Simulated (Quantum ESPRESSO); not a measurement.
# C(111), F on both faces, stepped through the number of bilayers, part 2 of 9

What law, if any, do the results for C(111), F on both faces follow against the number of bilayers?

Quantum ESPRESSO 7.5; plane-wave DFT, PBE, GBRV ultrasoft pseudopotentials.

So far. Step 2 (Relaxing cell and ions of the reference):  The last row is no step: it is a fresh SCF in the final cell with a new plane-wave basis, -0 meV from the row before. The relaxed cell has a = 3.572 Å (conventional setting).

## 3. Self-consistent run of the reference

A bulk run at that cell gives the reference energy and levels.

File ref.bulk.in:

```
&control
  prefix = 'ref.bulk'
  outdir = './out'
  pseudo_dir = './pseudo'
  calculation = 'scf'
  tprnfor = .true.
/
&system
  ibrav = 0
  nat = 6
  ntyp = 1
  ecutwfc = 40
  ecutrho = 200
  occupations = 'smearing'
  smearing = 'fd'
  degauss = 0.002
  nbnd = 16
/
&electrons
  conv_thr = 1e-09
  mixing_beta = 0.4
  electron_maxstep = 120
/
ATOMIC_SPECIES
  C   12.0110  c_pbe_v1.2.uspp.F.UPF
CELL_PARAMETERS angstrom
  2.52546400400000 0.00000000000000 0.00000000000000
  -1.26273200200000 2.18711598400000 0.00000000000000
  0.00000000000000 0.00000000000000 6.18605516100000
ATOMIC_POSITIONS crystal
  C   0.000000000000 0.000000000000 0.000000036300
  C   0.333333333300 0.666666666700 0.083333334900
  C   0.333333333300 0.666666666700 0.333333418400
  C   0.666666666700 0.333333333300 0.416666692800
  C   0.666666666700 0.333333333300 0.666666620400
  C   0.000000000000 0.000000000000 0.749999897200
K_POINTS automatic
  10 10 4 0 0 0
```

On the command line:

```
$ OMP_NUM_THREADS=1 mpirun -n 4 pw.x -nk 4 -in ref.bulk.in > ref.bulk.out
```

Log:

```text
[banner, memory and clock lines left out]
Program PWSCF v.7.5 starts
[citation notice left out]

[...]
Message from routine setup:
[...]
bravais-lattice index     =            0
     lattice parameter (alat)  =       4.7724  a.u.
     unit-cell volume          =     230.5809 (a.u.)^3
     number of atoms/cell      =            6
     number of atomic types    =            1
     number of electrons       =        24.00
     number of Kohn-Sham states=           16
     kinetic-energy cutoff     =      40.0000  Ry
     charge density cutoff     =     200.0000  Ry
     scf convergence threshold =      1.0E-09
     mixing beta               =       0.4000
     number of iterations used =            8  plain     mixing
     Exchange-correlation= SLA  PW   PBE  PBE
                           (   1   4   3   4   0   0   0)

[...]
PseudoPot. # 1 for C  read from file:
     ./pseudo/c_pbe_v1.2.uspp.F.UPF
     Pseudo is Ultrasoft + core correction, Zval =  4.0
     Generated by new atomic code, or converted to UPF format
     Using radial grid of  721 points,  4 beta functions with:
                l(1) =   0
                l(2) =   0
                l(3) =   1
                l(4) =   1
     Q(r) pseudized with  8 coefficients,  rinner =    1.100   1.100   1.100

     atomic species   valence    mass     pseudopotential
     C                 4.00    12.01100     C ( 1.00)

      6 Sym. Ops. (no inversion) found

[...]
number of k points=    50  Fermi-Dirac smearing, width (Ry)=  0.0020
[...]
Dense  grid:    11045 G-vectors     FFT dimensions: (  24,  24,  54)

     Smooth grid:     7967 G-vectors     FFT dimensions: (  20,  20,  48)

     Initial potential from superposition of free atoms

     starting charge      23.9998, renormalised to      24.0000
     Starting wfcs are   24 randomized atomic wfcs

     per-process dynamical memory:    15.4 Mb

     Self-consistent Calculation

     iteration #  1     ecut=    40.00 Ry     beta= 0.40
     Davidson diagonalization with overlap
     ethr =  1.00E-02,  avg # of iterations =  2.5

     total energy              =     -68.90525678 Ry
     estimated scf accuracy    <       0.33898546 Ry

     iteration #  2     ecut=    40.00 Ry     beta= 0.40
[...]
total energy              =     -68.87542758 Ry
     estimated scf accuracy    <       0.08972685 Ry

     iteration #  3     ecut=    40.00 Ry     beta= 0.40
[...]
total energy              =     -68.88333459 Ry
     estimated scf accuracy    <       0.00078763 Ry

     iteration #  4     ecut=    40.00 Ry     beta= 0.40
[...]
total energy              =     -68.88365252 Ry
     estimated scf accuracy    <       0.00008078 Ry

     iteration #  5     ecut=    40.00 Ry     beta= 0.40
[...]
total energy              =     -68.88366807 Ry
     estimated scf accuracy    <       0.00000215 Ry

     iteration #  6     ecut=    40.00 Ry     beta= 0.40
[...]
total energy              =     -68.88366859 Ry
     estimated scf accuracy    <       0.00000029 Ry

     iteration #  7     ecut=    40.00 Ry     beta= 0.40
[...]
total energy              =     -68.88366864 Ry
     estimated scf accuracy    <       0.00000001 Ry

     iteration #  8     ecut=    40.00 Ry     beta= 0.40
[...]
total energy              =     -68.88366865 Ry
     estimated scf accuracy    <          8.3E-09 Ry

     iteration #  9     ecut=    40.00 Ry     beta= 0.40
[...]
End of self-consistent calculation

          k = 0.0000 0.0000 0.0000 (   995 PWs)   bands (ev):

    -8.1260  -5.1215  -5.1215   3.9406   3.9406  10.9633  10.9633  10.9633
    10.9633  13.2740  13.2740  13.2741  18.8554  18.8554  18.8556  21.5359

          k = 0.0000 0.0000 0.1021 (   984 PWs)   bands (ev):

    -7.9344  -6.4173  -3.5502   1.4445   6.7092  10.6054  10.6054  11.5355
    11.5355  12.0537  12.9530  12.9530  19.2763  19.2763  19.5666  21.0472

[...]
the Fermi energy is    16.8267 ev

!    total energy              =     -68.88366865 Ry
     estimated scf accuracy    <          1.2E-10 Ry
     smearing contrib. (-TS)   =      -0.00000000 Ry
     internal energy E=F+TS    =     -68.88366865 Ry

     The total energy is F=E-TS. E is the sum of the following terms:
     one-electron contribution =      24.02144187 Ry
     hartree contribution      =       5.81101994 Ry
     xc contribution           =     -22.09511807 Ry
     ewald contribution        =     -76.62101239 Ry

     convergence has been achieved in   9 iterations

     Forces acting on atoms (cartesian axes, Ry/au):

     atom    1 type  1   force =     0.00000000    0.00000000    0.00000004
     atom    2 type  1   force =     0.00000000    0.00000000    0.00000134
     atom    3 type  1   force =     0.00000000   -0.00000000   -0.00000020
     atom    4 type  1   force =     0.00000000    0.00000000    0.00000076
     atom    5 type  1   force =     0.00000000    0.00000000   -0.00000159
     atom    6 type  1   force =     0.00000000    0.00000000   -0.00000035

     Total force =     0.000002     Total SCF correction =     0.000003
     SCF correction compared to forces is large: reduce conv_thr to get better values

[...]
```

It took 3.6 s on 4 MPI ranks of AMD EPYC 7R43, shared host; peak memory 0.23 GiB.

Read from the output:

- free energy: -937.2101 eV
- Fermi energy: 16.83 eV
- valence top, on the run's zero: 13.27 eV
- conduction bottom, on the run's zero: 17.46 eV
- gap by band count: 4.185 eV

(Continued in part 3 of 9.)

[Logs are printed without paths, hosts, clocks, repeated set-up lines and the standing remarks that a program may print on its own settings, such as how far it seeks lower states.]

[Hosts, paths, dates, database ids (printed as entryN), source tags and the programs' standing remarks are cut or masked in the printed files.]

[Maps of the electrostatic potential energy from Ansatz leave out the sawtooth potential of an applied field or a dipole correction, so their vacuum need not be flat; planar profiles and work functions include it.]
